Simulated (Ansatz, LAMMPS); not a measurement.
**Elastic response of amorphous 42Ga2O3-58Al2O3 (mol %) (95 atoms)**

Aim: relax amorphous 42Ga2O3-58Al2O3 (mol %) (95 atoms), then change its volume and shape to read moduli from the stress.

Calculated with Ansatz 0.2.0; Kohn-Sham DFT, PBE, PAW (set soft_2), plane waves.

### 1. Starting point

The cell holds 95 atoms: 16 Ga, 22 Al and 57 O. Its edges and angles: a = 9.861 Å, b = 9.861 Å, c = 9.861 Å, α = 90.0°, β = 90.0°, γ = 90.0°. 95 atoms (16 Fe, 22 Al, 57 O) placed at random at 3.62 g/cm³, melted at 5000 K for 10 ps at fixed volume with the Morse and Coulomb pair potential with partial charges (Pedone, Malavasi, Menziani, Cormack and Segre, J. Phys. Chem. B 110, 11780 (2006)). Quenched from 5000 K to 300 K at 100 K/ps and fixed volume, held 10 ps at zero pressure, then minimised at fixed cell. Then Fe was replaced by Ga and the cell scaled by 1.006 (the potential has no terms for the new elements, so the cell is a start for a DFT relaxation).

What the set-up can't give: The quench rate of 100 K/ps is orders of magnitude faster than experiment, which tends to freeze in extra defects. The network of bonds at the start is that of the classical potential that made the cell, and needn't be the one that DFT or experiment would give. Sampling is at Γ alone.

### 2. Single point at the start

A single point comes first, to see the forces before anything moves.

The input, input.yaml:

```yaml
crystal:
  lattice:
    - [9.86095, 0.0, 0.0]
    - [0.0, 9.86095, 0.0]
    - [0.0, 0.0, 9.86095]
  atoms:
    - { symbol: Ga, position: [0.79368, 0.41592, 0.65944] }
    - { symbol: Ga, position: [0.62177, 0.55777, 0.83701] }
    - { symbol: Ga, position: [0.02011, 0.4423, 0.96581] }
    - { symbol: Ga, position: [0.56867, 0.72635, 0.57529] }
    - { symbol: Ga, position: [0.33239, 0.57878, 0.06159] }
    - { symbol: Ga, position: [0.34091, 0.51108, 0.51143] }
    - { symbol: Ga, position: [0.13946, 0.75945, 0.42038] }
    - { symbol: Ga, position: [0.03093, 0.25335, 0.7184] }
    - { symbol: Ga, position: [0.51504, 0.32225, 0.05669] }
    - { symbol: Ga, position: [0.5157, 0.13989, 0.39933] }
    - { symbol: Ga, position: [0.63784, 0.90277, 0.861] }
    - { symbol: Ga, position: [0.95306, 0.3399, 0.42556] }
    - { symbol: Ga, position: [0.63597, 0.62545, 0.12112] }
    - { symbol: Ga, position: [0.85598, 0.63904, 0.37342] }
    - { symbol: Ga, position: [0.80041, 0.18192, 0.8947] }
    - { symbol: Ga, position: [0.61945, 0.04609, 0.1152] }
    - { symbol: Al, position: [0.06585, 0.58851, 0.66149] }
    - { symbol: Al, position: [0.11592, 0.14614, 0.99331] }
    - { symbol: Al, position: [0.84268, 0.79984, 0.62614] }
    - { symbol: Al, position: [0.62144, 0.42683, 0.41106] }
    - { symbol: Al, position: [0.18908, 0.02268, 0.255] }
    - { symbol: Al, position: [0.33079, 0.67783, 0.78878] }
    - { symbol: Al, position: [0.99944, 0.92883, 0.90943] }
    - { symbol: Al, position: [0.04672, 0.03041, 0.51933] }
    - { symbol: Al, position: [0.87708, 0.67393, 0.8945] }
    - { symbol: Al, position: [0.92179, 0.12263, 0.21561] }
    - { symbol: Al, position: [0.12587, 0.49023, 0.25719] }
    - { symbol: Al, position: [0.34527, 0.94165, 0.58611] }
    - { symbol: Al, position: [0.30934, 0.35356, 0.82679] }
    - { symbol: Al, position: [0.4129, 0.80595, 0.28886] }
    - { symbol: Al, position: [0.34059, 0.92115, 0.91694] }
    - { symbol: Al, position: [0.75686, 0.08526, 0.58335] }
    - { symbol: Al, position: [0.90239, 0.84968, 0.16479] }
    - { symbol: Al, position: [0.53501, 0.2329, 0.70955] }
    - { symbol: Al, position: [0.30647, 0.26621, 0.25126] }
    - { symbol: Al, position: [0.80578, 0.37886, 0.15225] }
    - { symbol: Al, position: [0.29097, 0.2267, 0.52691] }
    - { symbol: Al, position: [0.69599, 0.88868, 0.34543] }
    - { symbol: O, position: [0.17519, 0.90988, 0.53564] }
    - { symbol: O, position: [0.92693, 0.82747, 0.78102] }
    - { symbol: O, position: [0.54154, 0.50422, 0.99718] }
    - { symbol: O, position: [0.7524, 0.74015, 0.21861] }
    - { symbol: O, position: [0.72992, 0.75838, 0.46565] }
    - { symbol: O, position: [0.4197, 0.11306, 0.60743] }
    - { symbol: O, position: [0.38487, 0.33545, 0.4045] }
    - { symbol: O, position: [0.79513, 0.99308, 0.23505] }
    - { symbol: O, position: [0.32389, 0.35809, 0.6497] }
    - { symbol: O, position: [0.21571, 0.58825, 0.3723] }
    - { symbol: O, position: [0.30349, 0.51541, 0.86955] }
    - { symbol: O, position: [0.67887, 0.1255, 0.742] }
    - { symbol: O, position: [0.87716, 0.22293, 0.57586] }
    - { symbol: O, position: [0.75944, 0.00139, 0.97507] }
    - { symbol: O, position: [0.83616, 0.25583, 0.28983] }
    - { symbol: O, position: [0.13666, 0.53308, 0.09476] }
    - { symbol: O, position: [0.67832, 0.72722, 0.94335] }
    - { symbol: O, position: [0.1831, 0.98978, 0.91103] }
    - { symbol: O, position: [0.34784, 0.39078, 0.13827] }
    - { symbol: O, position: [0.98801, 0.789, 0.30531] }
    - { symbol: O, position: [0.14054, 0.3282, 0.33218] }
    - { symbol: O, position: [0.23152, 0.14718, 0.13357] }
    - { symbol: O, position: [0.65195, 0.02219, 0.45843] }
    - { symbol: O, position: [0.9515, 0.49797, 0.28362] }
    - { symbol: O, position: [0.54287, 0.91674, 0.24855] }
    - { symbol: O, position: [0.02592, 0.57907, 0.82824] }
    - { symbol: O, position: [0.88531, 0.34446, 0.81596] }
    - { symbol: O, position: [0.04091, 0.07324, 0.34702] }
    - { symbol: O, position: [0.42732, 0.82424, 0.47255] }
    - { symbol: O, position: [0.78678, 0.476, 0.47991] }
    - { symbol: O, position: [0.97214, 0.27023, 0.07475] }
    - { symbol: O, position: [0.62112, 0.38736, 0.74474] }
    - { symbol: O, position: [0.44053, 0.25063, 0.87631] }
    - { symbol: O, position: [0.3129, 0.10081, 0.37657] }
    - { symbol: O, position: [0.78291, 0.60658, 0.73067] }
    - { symbol: O, position: [0.37216, 0.87548, 0.74303] }
    - { symbol: O, position: [0.82972, 0.51524, 0.02344] }
    - { symbol: O, position: [0.03961, 0.42599, 0.59558] }
    - { symbol: O, position: [0.9505, 0.77994, 0.01742] }
    - { symbol: O, position: [0.14105, 0.16331, 0.59207] }
    [... 11 atom lines left out ...]
    - { symbol: O, position: [0.32942, 0.75083, 0.95937] }
    - { symbol: O, position: [0.61294, 0.27597, 0.50823] }
    - { symbol: O, position: [0.0109, 0.01419, 0.09837] }
    - { symbol: O, position: [0.23442, 0.63942, 0.63692] }
    - { symbol: O, position: [0.51372, 0.18773, 0.2101] }
    - { symbol: O, position: [0.67115, 0.85656, 0.68698] }
kpoints:
  mp_grid: { grid: [1, 1, 1] }
hamiltonian:
  xc: pbe
scf:
  occupations: { method: fixed }
output:
  forces: true
```

On the command line:

```sh
> ansatz run input.yaml --threads 4 --pin off --max-ram 8192MiB --backend cpu --events-out ev --progress --plain --runs-dir out
```

Numbers of over 12 decimals in the logs are rounded to 6 here.

Output:

```text
Engine: ansatz 0.2.0, x86_64-unknown-linux-gnu
Pseudopotentials: kind: paw
Pseudopotential: Ga, paw, valence charge 13, recommended cutoff 420 eV (normal), Ga.paw.azcp
Pseudopotential: Al, paw, valence charge 3, recommended cutoff 420 eV (normal), Al.paw.azcp
Pseudopotential: O, paw, valence charge 6, recommended cutoff 420 eV (normal), O.paw.azcp
[... 5 lines on functional and potentials left out ...]
Crystal: 95 atoms, lattice volume = 958.862 Å³
Basis set: ecut = 420 eV, 18805 PW (Γ), exchange–correlation on 144×144×144 points (8 copies of the dense FFT grid, shifted against one another)
Bands: 403, of which v1, the nominal top of the filled ones, is band 308 counted from 1 (307 counted from 0)
Symmetry: 1 space group operations
Space group: P1 (ITA 1), of the structure as read, at distance tolerance 9.9e-5 Å
k-points: 1
[... 7 lines on functional and potentials left out ...]
Initial density: superposition of atomic densities (neutral atoms: chi_scale 0, normalization atom), corrected by the library's trained network
Initial wavefunctions: pseudopotential atomic-orbital guess
Functional: x = pbe(κ = 0.804, μ = 0.219515), c = pbe(β = 0.066725)
SCF iter   1: F=—  HF=-104775.892373 eV  |F-HF|=—  |Δ(HF+E_count)|=         —  Δρ=2.62e-3  dr2=7.00e-2  ethr=1.77e-3  ⟨swp⟩=5.0  Hψ=1278  notcnv=0  defer=92
preconditioner: auto → Resta (q_TF=auto, 2.534 Å⁻¹)  ε∞=4.0  [insulator: Δε(μ)=2.688 eV  Ē_g=17.199 eV  n_scr=250 (ndim 8)  ℏωp=29.8 eV  f_vac=0.026  ε∞_Penn≈4.0]
SCF iter   2: F=—  HF=-104775.886913 eV  |F-HF|=—  |Δ(HF+E_count)|=   5.46e-3  Δρ=1.39e-3  dr2=1.55e-2  ethr=1.14e-5  ⟨swp⟩=2.0  Hψ=721  notcnv=0  defer=93
SCF iter   3: F=—  HF=-104775.889522 eV  |F-HF|=—  |Δ(HF+E_count)|=   2.61e-3  Δρ=5.76e-4  dr2=4.17e-3  ethr=2.52e-6  ⟨swp⟩=2.0  Hψ=490  notcnv=0  defer=93
SCF iter   4: F=—  HF=-104775.889737 eV  |F-HF|=—  |Δ(HF+E_count)|=   2.16e-4  Δρ=1.78e-4  dr2=2.89e-4  ethr=6.76e-7  ⟨swp⟩=2.0  Hψ=490  notcnv=0  defer=93
SCF iter   5: F=—  HF=-104775.889773 eV  |F-HF|=—  |Δ(HF+E_count)|=   3.56e-5  Δρ=1.05e-4  dr2=8.81e-5  ethr=4.69e-8  ⟨swp⟩=2.0  Hψ=614  notcnv=0  defer=89
SCF iter   6: F=—  HF=-104775.891124 eV  |F-HF|=—  |Δ(HF+E_count)|=   1.35e-3  Δρ=2.70e-5  dr2=6.89e-6  ethr=1.43e-8  ⟨swp⟩=2.0  Hψ=613  notcnv=0  defer=86
SCF iter   7: F=—  HF=-104775.891128 eV  |F-HF|=—  |Δ(HF+E_count)|=   3.67e-6  Δρ=1.36e-5  dr2=1.78e-6  ethr=1.12e-9  ⟨swp⟩=2.0  Hψ=617  notcnv=0  defer=86
SCF iter   8: F=—  HF=-104775.891129 eV  |F-HF|=—  |Δ(HF+E_count)|=   7.97e-7  Δρ=5.44e-6  dr2=3.10e-7  ethr=2.88e-10  ⟨swp⟩=2.0  Hψ=615  notcnv=0  defer=86
SCF iter   9: F=-104775.891129 eV  HF=-104775.891129 eV  |F-HF|=6.40e-9  |Δ(HF+E_count)|=   1.94e-7  Δρ=2.42e-6  dr2=5.76e-8  ethr=1.62e-11  ⟨swp⟩=4.0  Hψ=1186  notcnv=0
SCF 1 converged in 9 iterations: F = -104775.891129 eV  dr2 = 5.76e-8
  greatest PAW one-centre occupation: 0.998 electrons in one spin orbital (limit 2), on the Ga atom at site 14 (counted from 0), in its partial waves of l = 2
SCF converged after 9 iterations
Free energy (F): -104775.891129 eV
Harris-Foulkes:  -104775.891129 eV  (|F-HF|=6.40e-9)
Internal energy: -104775.891129 eV  (E = F + TS)
E sigma→0 (E₀):  -104775.891129 eV
Fermi energy:    7.345908 eV
--- Per-component energies (eV) ---
  E_band       = -659.056152
  E_kinetic    = 12568.846706
  E_local      = -57789.526105  (includes V_loc(G=0)·N_el)
  E_nonlocal   = 9892.182103
  E_hartree    = 25324.908655
  E_xc         = -6209.269497
  E_vxc        = -6972.407166  (∫ρ·V_xc dr)
  E_paw        = -51309.699264  (= ΣΔE_a)
  E_vpaw       = -9008.104780  (= ΣTr[D̂ρ^β])
  E_aug_tail   = 0.140839  (compensation charges beyond the density's cutoff)
  E_ewald      = -37253.474565
  E_smearing   = -0.000000  (= −TS)
  E_closure    = 0.000000  (closes the sum)
  Σ components = -104775.891129   (vs F -104775.891129, Δ=0.00e0)
--- Forces (eV/Å), atoms counted from 1 ---
  atom   1  Ga    -0.09787678     0.36547195     0.88315166
  atom   2  Ga    -0.06441149     0.30817544    -0.81883086
  atom   3  Ga    -0.41736941    -0.06645951     0.10745032
  atom   4  Ga    -0.85698848    -0.37118844     0.38750306
  atom   5  Ga    -0.12045885    -0.13433010    -0.58789321
  atom   6  Ga    -0.00148456    -0.29859218     0.05408669
  atom   7  Ga    -0.56529886     0.04099327    -0.53873996
  atom   8  Ga    -0.64379677     0.52034977    -0.20408589
  atom   9  Ga    -0.16637758     0.14137677    -0.52402274
  atom  10  Ga     0.44589842     0.46616146     0.36296138
  atom  11  Ga     0.00258948    -0.20660185     1.01037806
  atom  12  Ga     0.04057881     0.55669222    -0.12645427
  atom  13  Ga    -0.42410489     0.01068763     0.02867108
  atom  14  Ga     0.95545636    -0.19090359    -0.26844844
[...]
atom  94  O      0.24523110    -0.40443135    -0.43159448
  atom  95  O     -0.04011180     0.14330660    -0.91874069
  max |Σ_I F_I| component: 3.18e-5 eV/Å
```

Elapsed: 10 s, on 4 threads of Intel Xeon Platinum 8375C at 2.90GHz (Ice Lake), shared host; peak memory 1.4 GiB; 35 s of CPU time.

The r.m.s. force at the start is 0.60 eV/Å.

### 3. Cell and atoms relaxed

Cell and atoms are freed together, to release stress as well as forces.

The input, input.yaml:

```yaml
crystal:
  lattice:
    - [9.86095, 0.0, 0.0]
    - [0.0, 9.86095, 0.0]
    - [0.0, 0.0, 9.86095]
  atoms:
    [... the 95 atom lines of step 2 ...]
kpoints:
  mp_grid: { grid: [1, 1, 1] }
hamiltonian:
  xc: pbe
scf:
  occupations: { method: fixed }
output:
  forces: true
relax:
  f_tol: 0.05
  max_steps: 150
  cell: {}
```

Output:

```text
[...]
Crystal: 95 atoms, lattice volume = 958.862 Å³
Basis set: ecut = 420 eV, 18805 PW (Γ), exchange–correlation on 144×144×144 points (8 copies of the dense FFT grid, shifted against one another)
Bands: 403, of which v1, the nominal top of the filled ones, is band 308 counted from 1 (307 counted from 0)
Symmetry: 1 space group operations
[...]
k-points: 1
[...]
SCF iter   1: F=—  HF=-104775.892373 eV  |F-HF|=—  |Δ(HF+E_count)|=         —  Δρ=2.62e-3  dr2=7.00e-2  ethr=1.77e-3  ⟨swp⟩=5.0  Hψ=1278  notcnv=0  defer=92
[...]
SCF iter   9: F=-104775.891129 eV  HF=-104775.891129 eV  |F-HF|=6.40e-9  |Δ(HF+E_count)|=   1.94e-7  Δρ=2.42e-6  dr2=5.75e-8  ethr=1.62e-11  ⟨swp⟩=4.0  Hψ=1186  notcnv=0
SCF 1 converged in 9 iterations: F = -104775.891129 eV  dr2 = 5.75e-8
[...]
relax step   1: F+E_penalty+E_count = -104775.89112915 eV  Δ(F+E_penalty+E_count) = +0.000e0 eV  max|allowed force component| = 2.168e0 eV/Å  Δτ_max = 0.0000 Å  P = +7.616 GPa  Ω = 958.862 Å³  (9 SCF iters, dr2 threshold 1.00e-7 eV, accepted)
[... from here on, the SCF cycles and remarks between the steps are left out ...]
relax step   2: F+E_penalty+E_count = -104778.04600720 eV  Δ(F+E_penalty+E_count) = -2.155e0 eV  max|allowed force component| = 9.947e-1 eV/Å  Δτ_max = 0.0843 Å  P = +3.571 GPa  Ω = 980.329 Å³  energy of the carried Pulay correction = -9.790e-2 eV  (8 SCF iters, dr2 threshold 9.50e-6 eV, accepted)
relax step   3: F+E_penalty+E_count = -104779.33915320 eV  Δ(F+E_penalty+E_count) = -1.293e0 eV  max|allowed force component| = 4.646e-1 eV/Å  Δτ_max = 0.1410 Å  P = -0.813 GPa  Ω = 1007.236 Å³  energy of the carried Pulay correction = -2.176e-1 eV  (8 SCF iters, dr2 threshold 9.50e-6 eV, accepted)
relax step   4: F+E_penalty+E_count = -104780.17629107 eV  Δ(F+E_penalty+E_count) = -8.371e-1 eV  max|allowed force component| = 3.041e-1 eV/Å  Δτ_max = 0.2000 Å  P = -0.297 GPa  Ω = 1015.657 Å³  energy of the carried Pulay correction = -2.544e-1 eV  (8 SCF iters, dr2 threshold 9.50e-6 eV, accepted)
relax step   5: F+E_penalty+E_count = -104780.42647104 eV  Δ(F+E_penalty+E_count) = -2.502e-1 eV  max|allowed force component| = 2.412e-1 eV/Å  Δτ_max = 0.2000 Å  P = +0.100 GPa  Ω = 1017.748 Å³  energy of the carried Pulay correction = -2.635e-1 eV  (8 SCF iters, dr2 threshold 5.78e-6 eV, accepted)
relax step   6: F+E_penalty+E_count = -104780.56942595 eV  Δ(F+E_penalty+E_count) = -1.430e-1 eV  max|allowed force component| = 1.320e-1 eV/Å  Δτ_max = 0.2000 Å  P = -0.012 GPa  Ω = 1021.484 Å³  energy of the carried Pulay correction = -2.797e-1 eV  (8 SCF iters, dr2 threshold 3.64e-6 eV, accepted)
relax step   7: F+E_penalty+E_count = -104780.58758469 eV  Δ(F+E_penalty+E_count) = -1.816e-2 eV  max|allowed force component| = 2.140e-1 eV/Å  Δτ_max = 0.2000 Å  P = -0.049 GPa  Ω = 1024.609 Å³  energy of the carried Pulay correction = -2.932e-1 eV  (9 SCF iters, dr2 threshold 1.09e-6 eV, accepted)
relax step   8: F+E_penalty+E_count = -104780.60983380 eV  Δ(F+E_penalty+E_count) = -2.225e-2 eV  max|allowed force component| = 1.645e-1 eV/Å  Δτ_max = 0.0383 Å  P = +0.099 GPa  Ω = 1023.460 Å³  energy of the carried Pulay correction = -2.882e-1 eV  (6 SCF iters, dr2 threshold 2.86e-6 eV, accepted)
relax step   9: F+E_penalty+E_count = -104780.64730642 eV  Δ(F+E_penalty+E_count) = -3.747e-2 eV  max|allowed force component| = 5.925e-2 eV/Å  Δτ_max = 0.1301 Å  P = -0.031 GPa  Ω = 1025.417 Å³  energy of the carried Pulay correction = -2.966e-1 eV  (8 SCF iters, dr2 threshold 1.69e-6 eV, accepted)
relax step  10: F+E_penalty+E_count = -104780.56136178 eV  Δ(F+E_penalty+E_count) = +8.594e-2 eV  max|allowed force component| = 6.303e-1 eV/Å  Δτ_max = 0.1775 Å  P = +0.108 GPa  Ω = 1026.490 Å³  energy of the carried Pulay correction = -3.013e-1 eV  (9 SCF iters, dr2 threshold 2.19e-7 eV, rejected (line search))
relax step  11: F+E_penalty+E_count = -104780.65554834 eV  Δ(F+E_penalty+E_count) = -8.242e-3 eV  max|allowed force component| = 3.636e-2 eV/Å  Δτ_max = 0.0366 Å  P = +0.011 GPa  Ω = 1025.084 Å³  energy of the carried Pulay correction = -2.952e-1 eV  (12 SCF iters, accepted)
relax step  12: F+E_penalty+E_count = -104781.10785560 eV  Δ(F+E_penalty+E_count) = -4.523e-1 eV  max|allowed force component| = 3.604e-2 eV/Å  Δτ_max = 0.0000 Å  P = +0.731 GPa  Ω = 1025.084 Å³  stress off target by 9.50e-1 GPa  SCF on the basis re-selected at this cell (its energy is not comparable with the rows above)  (9 SCF iters)
relax step  13: F+E_penalty+E_count = -104781.09664865 eV  Δ(F+E_penalty+E_count) = +1.121e-2 eV  max|allowed force component| = 4.418e-2 eV/Å  Δτ_max = 0.0400 Å  P = -0.001 GPa  Ω = 1031.880 Å³  energy of the carried Pulay correction = -3.135e-2 eV  (8 SCF iters, dr2 threshold 2.26e-6 eV, accepted)
relax step  14: F+E_penalty+E_count = -104781.12872950 eV  Δ(F+E_penalty+E_count) = -3.208e-2 eV  max|allowed force component| = 4.450e-2 eV/Å  Δτ_max = 0.0000 Å  P = +0.017 GPa  Ω = 1031.880 Å³  stress off target by 5.93e-2 GPa  SCF on the basis re-selected at this cell (its energy is not comparable with the rows above)  (7 SCF iters)
relax step  15: F+E_penalty+E_count = -104781.13328884 eV  Δ(F+E_penalty+E_count) = -4.559e-3 eV  max|allowed force component| = 1.570e-2 eV/Å  Δτ_max = 0.0208 Å  P = +0.014 GPa  Ω = 1031.450 Å³  energy of the carried Pulay correction = +1.899e-3 eV  (9 SCF iters, dr2 threshold 8.79e-9 eV, accepted)
relax step  16: F+E_penalty+E_count = -104781.13143337 eV  Δ(F+E_penalty+E_count) = +1.855e-3 eV  max|allowed force component| = 1.568e-2 eV/Å  Δτ_max = 0.0000 Å  P = +0.013 GPa  Ω = 1031.450 Å³  stress off target by 2.41e-2 GPa  SCF on the basis re-selected at this cell (its energy is not comparable with the rows above)  (5 SCF iters)
basis re-selected at this cell: Δ(F+E_penalty+E_count) = +1.855e-3 eV, ΔP = -0.001 GPa vs the last step (what re-selecting the basis moved, of the pressure what is left beyond the Pulay correction that the steps carried, after the strain that the cell walked since its last selection, [...]
SCF converged after 5 iterations
Free energy (F): -104781.131433 eV
[...]
Internal energy: -104781.131433 eV  (E = F + TS)
E sigma→0 (E₀):  -104781.131433 eV
Fermi energy:    6.499084 eV
[...]
--- Forces (eV/Å), atoms counted from 1 ---
  atom   1  Ga    -0.00424696    -0.00310570     0.00683374
  atom   2  Ga    -0.00433585     0.00264556     0.00918814
  atom   3  Ga     0.00415452     0.00165119     0.00531028
  atom   4  Ga    -0.01509080     0.00496726     0.00654097
  atom   5  Ga     0.00150893     0.00739461    -0.00070029
  atom   6  Ga     0.00209705     0.00008581    -0.00011591
  atom   7  Ga     0.00479018     0.00460381     0.00502573
  atom   8  Ga     0.00510106    -0.00249085    -0.00174395
  atom   9  Ga     0.00032124    -0.00259373     0.00810380
  atom  10  Ga     0.00834391    -0.00666476    -0.00315444
  atom  11  Ga    -0.01347007    -0.00512062    -0.00060159
  atom  12  Ga     0.00168672    -0.00029006    -0.00705567
  atom  13  Ga    -0.00649666    -0.00151487    -0.00301531
  atom  14  Ga     0.00717146     0.00066454    -0.00565593
[...]
atom  94  O      0.00959945    -0.00172132    -0.00626370
  atom  95  O      0.00922189    -0.00118713    -0.00740457
  max |Σ_I F_I| component: 6.71e-5 eV/Å
--- Stress (GPa, compression-positive) ---
        0.014286       0.002042       0.009724
        0.002054       0.012202       0.001282
        0.009731       0.001286       0.013401
  P = ⅓ Tr σ = 0.0133 GPa (0.133 kbar)
--- Relaxed structure (13 steps of the walk, 12 accepted, 3 SCFs on fresh bases) ---
  F+E_penalty+E_count = -104781.13143337 eV   max|allowed force component| = 1.568e-2 eV/Å   (the final SCF, on the basis selected at the relaxed cell)
  cell:  # Å, volume = 1031.4503 Å³
    - [10.201104, -0.078293, 0.097329]
    - [-0.078293, 10.161563, 0.171396]
    - [0.097329, 0.171396, 9.954834]
  atoms:
    - { symbol: Ga, position: [0.807129, 0.443966, 0.678418] }
    - { symbol: Ga, position: [0.622455, 0.568816, 0.840551] }
    - { symbol: Ga, position: [0.036633, 0.433866, 0.969703] }
    - { symbol: Ga, position: [0.565498, 0.728639, 0.573972] }
[...]
- { symbol: O, position: [0.674043, 0.863211, 0.694139] }
```

Run time: 2.8 min. Hardware: 4 threads; peak memory 1.4 GiB.

The relaxation converged after 13 steps, with a largest force component of 0.016 eV/Å.

(Part 1 of 4 ends here.)

[Logs are printed without paths, hosts, clocks, repeated set-up lines and the standing remarks that a program may print on its own settings, such as how far it seeks lower states.]

[Hosts, paths, dates, database ids (printed as entryN), source tags and the programs' standing remarks are cut or masked in the printed files.]
